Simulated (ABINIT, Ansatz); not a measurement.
# Re (Rhenium): from the cell to the phonon bands, part 3 of 4

Aim: the phonon dispersion of Re (Rhenium), checked by a second program.

ABINIT 10.8.3; DFT PBE, scalar-relativistic, plane waves, PseudoDojo norm-conserving pseudopotentials.

So far. Step 4 (Ground state): The cell stands at -0.33 GPa: the relaxation ran with a smoothed and higher cutoff, and the difference is a stress of the finite basis. Step 5 (Linear response at Γ): The acoustic modes at Γ come out as far as 2.7 cm⁻¹ from zero, where they should vanish, a small numerical error. The relaxed cell has a = 2.774, c = 4.488 Å (conventional setting).

**7. Interpolated phonon bands**

anaddb transforms the dynamical matrices to force constants and back along the path; points of the mesh come back as solved, but for the sum rule and, in polar crystals, the LO-TO term at Γ; the rest is interpolation.

The input, anaddb.abi:

```
ddb_filepath "all_DDB"
output_file "anaddb.abo"
outdata_prefix "anaddb"
ifcflag 1
ngqpt 3 3 2
nqshft 1
q1shft 0.0 0.0 0.0
asr 1
chneut 0
dipdip 0
dipquad 0
quadquad 0
enunit 0
eivec 0
nph1l 93
qph1l 
    0.0 0.0 0.0 1.0
    0.05 0.0 0.0 1.0
    0.1 0.0 0.0 1.0
    0.15 0.0 0.0 1.0
    0.2 0.0 0.0 1.0
    0.25 0.0 0.0 1.0
    0.3 0.0 0.0 1.0
    0.35 0.0 0.0 1.0
    0.4 0.0 0.0 1.0
    0.45 0.0 0.0 1.0
    0.5 0.0 0.0 1.0
    0.48333333 0.03333333 0.0 1.0
    0.46666667 0.06666667 0.0 1.0
    0.45 0.1 0.0 1.0
    0.43333333 0.13333333 0.0 1.0
    0.41666667 0.16666667 0.0 1.0
    0.4 0.2 0.0 1.0
    0.38333333 0.23333333 0.0 1.0
    0.36666667 0.26666667 0.0 1.0
    0.35 0.3 0.0 1.0
    0.33333333 0.33333333 0.0 1.0
    0.3 0.3 0.0 1.0
    0.26666667 0.26666667 0.0 1.0
    0.23333333 0.23333333 0.0 1.0
    0.2 0.2 0.0 1.0
    0.16666667 0.16666667 0.0 1.0
    0.13333333 0.13333333 0.0 1.0
    0.1 0.1 0.0 1.0
    0.06666667 0.06666667 0.0 1.0
    0.03333333 0.03333333 0.0 1.0
    0.0 0.0 0.0 1.0
    0.0 0.0 0.05 1.0
    0.0 0.0 0.1 1.0
    0.0 0.0 0.15 1.0
    0.0 0.0 0.2 1.0
    0.0 0.0 0.25 1.0
    0.0 0.0 0.3 1.0
    0.0 0.0 0.35 1.0
    0.0 0.0 0.4 1.0
    0.0 0.0 0.45 1.0
    0.0 0.0 0.5 1.0
    0.05 0.0 0.5 1.0
    0.1 0.0 0.5 1.0
    0.15 0.0 0.5 1.0
    0.2 0.0 0.5 1.0
    0.25 0.0 0.5 1.0
    0.3 0.0 0.5 1.0
    0.35 0.0 0.5 1.0
    0.4 0.0 0.5 1.0
    0.45 0.0 0.5 1.0
    0.5 0.0 0.5 1.0
    0.48333333 0.03333333 0.5 1.0
    0.46666667 0.06666667 0.5 1.0
    0.45 0.1 0.5 1.0
    0.43333333 0.13333333 0.5 1.0
    0.41666667 0.16666667 0.5 1.0
    0.4 0.2 0.5 1.0
    0.38333333 0.23333333 0.5 1.0
    0.36666667 0.26666667 0.5 1.0
    0.35 0.3 0.5 1.0
    0.33333333 0.33333333 0.5 1.0
    0.3 0.3 0.5 1.0
    0.26666667 0.26666667 0.5 1.0
    0.23333333 0.23333333 0.5 1.0
    0.2 0.2 0.5 1.0
    0.16666667 0.16666667 0.5 1.0
    0.13333333 0.13333333 0.5 1.0
    0.1 0.1 0.5 1.0
    0.06666667 0.06666667 0.5 1.0
    0.03333333 0.03333333 0.5 1.0
    0.0 0.0 0.5 1.0
    0.5 0.0 0.5 1.0
    0.5 0.0 0.45 1.0
    0.5 0.0 0.4 1.0
    0.5 0.0 0.35 1.0
    0.5 0.0 0.3 1.0
    0.5 0.0 0.25 1.0
    0.5 0.0 0.2 1.0
    0.5 0.0 0.15 1.0
    0.5 0.0 0.1 1.0
    0.5 0.0 0.05 1.0
    0.5 0.0 0.0 1.0
    0.33333333 0.33333333 0.5 1.0
    0.33333333 0.33333333 0.45 1.0
    0.33333333 0.33333333 0.4 1.0
    0.33333333 0.33333333 0.35 1.0
    0.33333333 0.33333333 0.3 1.0
    0.33333333 0.33333333 0.25 1.0
    0.33333333 0.33333333 0.2 1.0
    0.33333333 0.33333333 0.15 1.0
    0.33333333 0.33333333 0.1 1.0
    0.33333333 0.33333333 0.05 1.0
    0.33333333 0.33333333 0.0 1.0
```

The input, mrgddb.in:

```
all_DDB
merged
6
dfpt_gammao_DDB
dfpt_qo_DS1_DDB
dfpt_qo_DS2_DDB
dfpt_qo_DS3_DDB
dfpt_qo_DS4_DDB
dfpt_qo_DS5_DDB
```

Launch:

```bash
> mrgddb < mrgddb.in > mrgddb.log
> OMP_NUM_THREADS=1 anaddb anaddb.abi > anaddb.log
```

anaddb.abo, the main output file:

```text
[banners, grids, parts of the stress and lines that vanish by symmetry left out]
-outvars_anaddb: echo values of input variables ----------------------

 Flags :
[...]
Phonon wavevector (reduced coordinates) :  0.00000  0.00000  0.00000
 Phonon energies in Hartree :
[...]
Phonon frequencies in cm-1    :
-  0.000000E+00  0.000000E+00  0.000000E+00  1.055704E+02  1.133786E+02
-  1.133786E+02
[...]
Phonon wavevector (reduced coordinates) :  0.05000  0.00000  0.00000
 Phonon energies in Hartree :
[...]
Phonon frequencies in cm-1    :
-  1.834757E+01  1.961409E+01  3.162631E+01  1.072865E+02  1.133972E+02
-  1.157908E+02
[...]
Phonon wavevector (reduced coordinates) :  0.10000  0.00000  0.00000
 Phonon energies in Hartree :
[...]
Phonon frequencies in cm-1    :
-  3.615659E+01  3.872187E+01  6.241559E+01  1.121264E+02  1.134788E+02
-  1.225523E+02
[...]
Phonon wavevector (reduced coordinates) :  0.15000  0.00000  0.00000
 Phonon energies in Hartree :
[...]
Phonon frequencies in cm-1    :
-  5.291870E+01  5.675931E+01  9.154663E+01  1.136884E+02  1.193324E+02
-  1.324910E+02
[...]
Phonon wavevector (reduced coordinates) :  0.20000  0.00000  0.00000
 Phonon energies in Hartree :
[...]
Phonon frequencies in cm-1    :
-  6.818398E+01  7.310588E+01  1.140954E+02  1.182121E+02  1.280202E+02
-  1.442432E+02
[...]
Phonon wavevector (reduced coordinates) :  0.25000  0.00000  0.00000
 Phonon energies in Hartree :
[...]
Phonon frequencies in cm-1    :
-  8.158549E+01  8.717652E+01  1.147286E+02  1.373653E+02  1.415413E+02
-  1.566896E+02
  Phonon wavevector (reduced coordinates) :  0.30000  0.00000  0.00000
 Phonon energies in Hartree :
[...]
Phonon frequencies in cm-1    :
-  9.285875E+01  9.857389E+01  1.155341E+02  1.465862E+02  1.602605E+02
-  1.694329E+02
  Phonon wavevector (reduced coordinates) :  0.35000  0.00000  0.00000
 Phonon energies in Hartree :
[...]
Phonon frequencies in cm-1    :
-  1.018557E+02  1.071846E+02  1.163515E+02  1.548793E+02  1.730999E+02
-  1.824087E+02
  Phonon wavevector (reduced coordinates) :  0.40000  0.00000  0.00000
 Phonon energies in Hartree :
[...]
Phonon frequencies in cm-1    :
-  1.085551E+02  1.131229E+02  1.169134E+02  1.614604E+02  1.813748E+02
-  1.932863E+02
  Phonon wavevector (reduced coordinates) :  0.45000  0.00000  0.00000
 Phonon energies in Hartree :
[...]
Phonon frequencies in cm-1    :
-  1.130701E+02  1.165827E+02  1.168644E+02  1.656844E+02  1.862525E+02
-  2.001834E+02
  Phonon wavevector (reduced coordinates) :  0.50000  0.00000  0.00000
 Phonon energies in Hartree :
[...]
Phonon frequencies in cm-1    :
-  1.154026E+02  1.160398E+02  1.177173E+02  1.671391E+02  1.878826E+02
-  2.025254E+02
  Phonon wavevector (reduced coordinates) :  0.48333  0.03333  0.00000
 Phonon energies in Hartree :
[...]
Phonon frequencies in cm-1    :
-  1.155631E+02  1.168936E+02  1.183117E+02  1.669631E+02  1.878500E+02
-  2.022370E+02
  Phonon wavevector (reduced coordinates) :  0.46667  0.06667  0.00000
 Phonon energies in Hartree :
[...]
Phonon frequencies in cm-1    :
-  1.160268E+02  1.193711E+02  1.200461E+02  1.664376E+02  1.877604E+02
-  2.013837E+02
  Phonon wavevector (reduced coordinates) :  0.45000  0.10000  0.00000
 Phonon energies in Hartree :
[...]
Phonon frequencies in cm-1    :
-  1.167425E+02  1.227835E+02  1.232366E+02  1.655699E+02  1.876364E+02
-  2.000028E+02
[...]
Phonon wavevector (reduced coordinates) :  0.10000  0.00000  0.50000
 Phonon energies in Hartree :
[...]
Phonon frequencies in cm-1    :
-  8.529830E+01  8.529830E+01  9.406779E+01  9.406779E+01  1.588214E+02
-  1.588214E+02
  Phonon wavevector (reduced coordinates) :  0.15000  0.00000  0.50000
 Phonon energies in Hartree :
[...]
Phonon frequencies in cm-1    :
-  9.083170E+01  9.083170E+01  1.066536E+02  1.066536E+02  1.560069E+02
-  1.560069E+02
  Phonon wavevector (reduced coordinates) :  0.20000  0.00000  0.50000
 Phonon energies in Hartree :
[...]
Phonon frequencies in cm-1    :
-  9.735739E+01  9.735739E+01  1.170820E+02  1.170820E+02  1.551506E+02
-  1.551506E+02
  Phonon wavevector (reduced coordinates) :  0.25000  0.00000  0.50000
 Phonon energies in Hartree :
[...]
Phonon frequencies in cm-1    :
-  1.041143E+02  1.041143E+02  1.201351E+02  1.201351E+02  1.601203E+02
-  1.601203E+02
  Phonon wavevector (reduced coordinates) :  0.30000  0.00000  0.50000
 Phonon energies in Hartree :
[...]
Phonon frequencies in cm-1    :
-  1.104586E+02  1.104586E+02  1.163592E+02  1.163592E+02  1.697719E+02
-  1.697719E+02
  Phonon wavevector (reduced coordinates) :  0.35000  0.00000  0.50000
 Phonon energies in Hartree :
[...]
Phonon frequencies in cm-1    :
-  1.100626E+02  1.100626E+02  1.158843E+02  1.158843E+02  1.797635E+02
-  1.797635E+02
[...]
Phonon wavevector (reduced coordinates) :  0.33333  0.33333  0.05000
 Phonon energies in Hartree :
[...]
Phonon frequencies in cm-1    :
-  1.223821E+02  1.489011E+02  1.489011E+02  1.531036E+02  1.877998E+02
-  1.877998E+02
  Phonon wavevector (reduced coordinates) :  0.33333  0.33333  0.00000
 Phonon energies in Hartree :
[...]
Phonon frequencies in cm-1    :
-  1.216900E+02  1.508982E+02  1.508982E+02  1.528963E+02  1.874717E+02
-  1.874717E+02
-
```

It took 0.51 s on 1 thread of Arm Neoverse V2, shared host.

Numbers from this step:

```
lowest frequency on the path : 0 cm⁻¹
```

Anaddb. Phonon branches along the path, in cm⁻¹:

| point | branch 1 | branch 2 | branch 3 | branch 4 | branch 5 | branch 6 |
| --- | --- | --- | --- | --- | --- | --- |
| Γ | 0 | 0 | 0 | 106 | 113 | 113 |
| halfway | 82 | 87 | 115 | 137 | 142 | 157 |
| M | 115 | 116 | 118 | 167 | 188 | 202 |
| halfway | 119 | 130 | 134 | 163 | 187 | 196 |
| K | 122 | 151 | 151 | 153 | 188 | 188 |
| halfway | 93 | 100 | 121 | 142 | 156 | 162 |
| Γ | 0 | 0 | 0 | 106 | 113 | 113 |
| halfway | 43 | 43 | 105 | 105 | 109 | 141 |
| A | 80 | 80 | 80 | 80 | 162 | 162 |
| halfway | 104 | 104 | 120 | 120 | 160 | 160 |
| L | 98 | 98 | 124 | 124 | 195 | 195 |
| halfway | 77 | 77 | 140 | 140 | 193 | 193 |
| H | 48 | 48 | 154 | 154 | 190 | 190 |
| halfway | 110 | 110 | 119 | 119 | 165 | 165 |
| A | 80 | 80 | 80 | 80 | 162 | 162 |
| jump to L | 98 | 98 | 124 | 124 | 195 | 195 |
| halfway | 101 | 119 | 120 | 141 | 190 | 201 |
| M | 115 | 116 | 118 | 167 | 188 | 202 |
| jump to H | 48 | 48 | 154 | 154 | 190 | 190 |
| halfway | 109 | 109 | 136 | 156 | 190 | 190 |
| K | 122 | 151 | 151 | 153 | 188 | 188 |

The phonon branches as a text plot (rows in cm⁻¹):

```
    198 |       ***                       **             ****
    190 |      *********                 *  ******       ********
    181 |     **       **               *         *
    173 |    **          *             *
    165 |      *****      *       **               *   **   *
    156 |    **     ***** *      ** ***        *    ***    * ****
    148 |   **      ***  *                   ** **           *  *
    139 |          *   *  **     *                *       *   *
    131 |  **      *    **      *          **                  *
    122 | ***    ****** * ***         *  **        **    **    **
    114 |**********    *** *****       **            *   * **
    106 |*    **         * * ** *    **  *         **
     97 |    *            *      *  *     **         **   *   *
     89 |  *                    * * **                ** *
     80 |                          *        *     *    **
     72 |   *               *     *          *
     63 | *                *     *               *           *
     55 |  *                                  * *
     46 |                   *  *               *
     38 | *                  *  *
     30 |*
     21 |*                   * *
     13 |
      4 |                     *
         Γ      M    K        Γ   A       L    H       A|L M|H  K
```

All branches are real along the path.

**8. Density of states**

Sums over the zone need many more wavevectors than were solved, so the interpolation is sampled on a dense mesh.

The input, anaddb.abi:

```
ddb_filepath "all_DDB"
output_file "anaddb.abo"
outdata_prefix "anaddb"
ifcflag 1
ngqpt 3 3 2
nqshft 1
q1shft 0.0 0.0 0.0
asr 1
chneut 0
dipdip 0
dipquad 0
quadquad 0
prtdos 2
ng2qpt 19 19 10
dosdeltae 4.5563e-06
ntemper 11
temperinc 100.0
tempermin 0.0
```

Launch:

```bash
> OMP_NUM_THREADS=1 anaddb anaddb.abi > anaddb.log
```

anaddb.abo, the main output file:

```text
-outvars_anaddb: echo values of input variables ----------------------

 Flags :
     ifcflag         1
 Miscellaneous information :
         asr         1
      chneut         0
 Interatomic Force Constants Inputs :
      dipdip         0
     dipquad         0
    quadquad         0
      ifcana         0
      ifcout         0
 Description of grid 1 :
        brav         1
       ngqpt         3         3         2
      nqshft         1
      q1shft
                     0.00000000E+00  0.00000000E+00  0.00000000E+00
 Phonon DOS information :
   dosdeltae  4.55630000E-06
    dossmear  4.55633525E-06
 Description of grid 2 (Fourier interp. or BZ sampling):
      ng2qpt        19        19        10
      ngrids         4
      q2shft         0.00000000E+00  0.00000000E+00  0.00000000E+00

================================================================================

 read the DDB information and perform some checks

  ==== Info on the Cryst% object ====
 Real(R)+Recip(G) space primitive vectors, cartesian coordinates (Bohr,Bohr^-1):
 R(1)=  5.2419345  0.0000000  0.0000000  G(1)=  0.1907693  0.1101407  0.0000000
 R(2)= -2.6209672  4.5396484  0.0000000  G(2)=  0.0000000  0.2202814  0.0000000
 R(3)=  0.0000000  0.0000000  8.4815411  G(3)=  0.0000000  0.0000000  0.1179031
 Unit cell volume ucvol=  2.0183133E+02 bohr^3
 Angles (23,13,12)=  9.00000000E+01  9.00000000E+01  1.20000000E+02 degrees
 Time-reversal symmetry is present
 Reduced atomic positions [iatom, xred, symbol]:
    1)    0.3333333  0.6666667  0.2500000  Re
    2)    0.6666667  0.3333333  0.7500000  Re

 DDB file with 6 blocks has been read.

================================================================================

 Calculation of the interatomic forces

       Homogeneous q point set in the B.Z.
 Grid q points  :       18
  1)   0.00000000E+00  0.00000000E+00  0.00000000E+00
  2)   3.33333333E-01  0.00000000E+00  0.00000000E+00
  3)  -3.33333333E-01  0.00000000E+00  0.00000000E+00
  4)   0.00000000E+00  3.33333333E-01  0.00000000E+00
  5)   3.33333333E-01  3.33333333E-01  0.00000000E+00
  6)  -3.33333333E-01  3.33333333E-01  0.00000000E+00
  7)   0.00000000E+00 -3.33333333E-01  0.00000000E+00
  8)   3.33333333E-01 -3.33333333E-01  0.00000000E+00
  9)  -3.33333333E-01 -3.33333333E-01  0.00000000E+00
 10)   0.00000000E+00  0.00000000E+00  5.00000000E-01
 11)   3.33333333E-01  0.00000000E+00  5.00000000E-01
 12)  -3.33333333E-01  0.00000000E+00  5.00000000E-01
 13)   0.00000000E+00  3.33333333E-01  5.00000000E-01
 14)   3.33333333E-01  3.33333333E-01  5.00000000E-01
 15)  -3.33333333E-01  3.33333333E-01  5.00000000E-01
 16)   0.00000000E+00 -3.33333333E-01  5.00000000E-01
 17)   3.33333333E-01 -3.33333333E-01  5.00000000E-01
 18)  -3.33333333E-01 -3.33333333E-01  5.00000000E-01

 The interatomic forces have been obtained

================================================================================

 Calculation of phonon density of states

 Average speed of sound partial sums:     0.1477046136E-02 (at units)
-                                   =           3.2313 [km/s]

 Debye frequency from partial sums:     0.9814801691E-03 (Ha)
-                                 =     0.6457829287E+01 (THz)
-Debye temperature from partial sums:     0.3099269247E+03 (K)

 Average speed of sound:     0.1456016172E-02 (at units)
-                      =           3.1853 [km/s]

 Debye frequency from DOS:     0.9675059997E-03 (Ha)
-                        =     0.6365883669E+01 (THz)
-Debye temperature from DOS:     0.3055142311E+03 (K)

-
```

The job ended after 0.61 s (1 thread).

Numbers from this step:

| Quantity | Value |
| --- | --- |
| share of modes beyond 3i cm⁻¹ on the dense interpolated mesh | 0 |
| zero-point energy per atom | 24.8 meV |
| heat capacity at 300 K | 24.06 J/(mol atoms K) |
| vibrational entropy at 300 K | 37.50 J/(mol atoms K) |

Tetrahedra. Phonon density of states against wavenumber; read off at these points:

wavenumber (cm⁻¹), phonon density of states (1/cm⁻¹/cell) and a bar:
```
      0.0      0.000 
      5.0      0.000 
     10.0      0.000 
     15.0      0.000 
     20.0      0.000 
     25.0      0.001 
     30.0      0.001 
     35.0      0.001 
     40.0      0.002 
     45.0      0.002 #
     50.0      0.003 #
     55.0      0.004 #
     60.0      0.006 ##
     65.0      0.008 ##
     70.0      0.010 ###
     75.0      0.013 ####
     80.0      0.016 ####
     85.0      0.021 ######
     90.0      0.028 ########
     95.0      0.041 ###########
    100.0      0.055 ###############
    105.0      0.067 ##################
    109.0      0.076 #####################
    110.0      0.071 ###################
    115.0      0.091 #########################
    118.0      0.106 #############################
    120.0      0.098 ###########################
    125.0      0.070 ###################
    130.0      0.058 ################
    135.0      0.051 ##############
    140.0      0.041 ###########
    145.0      0.037 ##########
    150.0      0.038 ###########
    155.0      0.039 ###########
    157.0      0.046 #############
    160.0      0.030 ########
    165.0      0.022 ######
    170.0      0.022 ######
    175.0      0.025 #######
    180.0      0.034 #########
    185.0      0.051 ##############
    190.0      0.110 ##############################
    195.0      0.029 ########
    200.0      0.014 ####
    205.0      0.000
```

Harmonic thermodynamic functions per atom, summed over the density of states scaled to three modes an atom; melting is ignored. Thermodynamic functions:

| T (K) | F_vib (meV/atom) | S (J/mol-atom/K) | C_V (J/mol-atom/K) |
| --- | --- | --- | --- |
| 0 | 24.8 | 0 | 0 |
| 50 | 24.32 | 3.626 | 8.965 |
| 100 | 19.93 | 13.3 | 18.4 |
| 200 | -2.04 | 27.93 | 23.02 |
| 300 | -36.24 | 37.5 | 24.06 |
| 400 | -78.89 | 44.48 | 24.44 |
| 500 | -127.9 | 49.96 | 24.62 |
| 600 | -182.1 | 54.46 | 24.72 |
| 700 | -240.6 | 58.27 | 24.78 |
| 800 | -302.7 | 61.58 | 24.82 |
| 900 | -368.1 | 64.51 | 24.84 |
| 1000 | -436.3 | 67.12 | 24.86 |

At 300 K the heat capacity has reached 96 % of the Dulong-Petit value.

(Part 3 of 4 ends here.)

[Host names and launcher messages were left out of these logs when they were recorded.]

[Logs are printed without paths, hosts, clocks, repeated set-up lines and the standing remarks that a program may print on its own settings, such as how far it seeks lower states.]

[Hosts, paths, dates, database ids (printed as entryN), source tags and the programs' standing remarks are cut or masked in the printed files.]
